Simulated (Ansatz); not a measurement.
An input for Ansatz 0.2.0 (ZnInGaO4 (R3m)):

```yaml
crystal:
  lattice:
    - [1.6803268679, 0.9701371695, 8.713405462]
    - [-1.6803268679, 0.9701371695, 8.713405462]
    - [0.0, -1.940274339, 8.713405462]
  atoms:
    - { symbol: Zn, position: [0.218382, 0.218382, 0.218382] }
    - { symbol: In, position: [0.002768, 0.002768, 0.002768] }
    - { symbol: Ga, position: [0.787034, 0.787034, 0.787034] }
    - { symbol: O, position: [0.295143, 0.295143, 0.295143] }
    - { symbol: O, position: [0.711358, 0.711358, 0.711358] }
    - { symbol: O, position: [0.121717, 0.121717, 0.121717] }
    - { symbol: O, position: [0.863599, 0.863599, 0.863599] }
kpoints:
  mp_grid: { grid: [4, 4, 4] }
hamiltonian:
  xc: pbe
  pseudopotentials: { kind: paw, azcp: { folder: soft_1 } }
scf:
  occupations: { method: fixed }
gw:
  n_empty_bands: 193
  ecut_chi: 100
  qp_bands: [v2, c2]
  qp_kpoints: band_edges
  screening: { model: contour_deformation }
```

```sh
ansatz run input.yaml --threads 2 --pin off --max-ram 92160MiB --backend cuda --events-out ev --progress --plain --runs-dir out --devices 1 --max-vram 13GiB
```

Q: Estimate wall time and host memory on 1 × NVIDIA H100 80GB HBM3 (shared by 6 runs) with 2 threads of AMD EPYC 7R13 (Zen 3), shared host.

It took 21 s; on shared hardware allow 10 s to 42 s. Peak host memory was 1.3 GiB. The sizes that set the cost: 1667 plane waves a state, 13 irreducible k points, 224 bands summed, 195 plane waves in the screening and 12 SCF cycles.

The screening grows as filled bands × empty bands × pairs of k points, times the square of the screening basis for the matrix.

[Paths, hosts, dates, memory and timing lines, banners, echoed tables and standing remarks are left out of the program output.]

[Logs are printed without paths, hosts, clocks, repeated set-up lines and the standing remarks that a program may print on its own settings, such as how far it seeks lower states.]

[Runs of the session that timed out or met a known fault of the program may be left out.]

[Cells called generated may have been cut or substituted from an entry of the Crystallography Open Database or the Materials Project.]

[Hosts, paths, dates, database ids (printed as entryN), source tags and the programs' standing remarks are cut or masked in the printed files.]
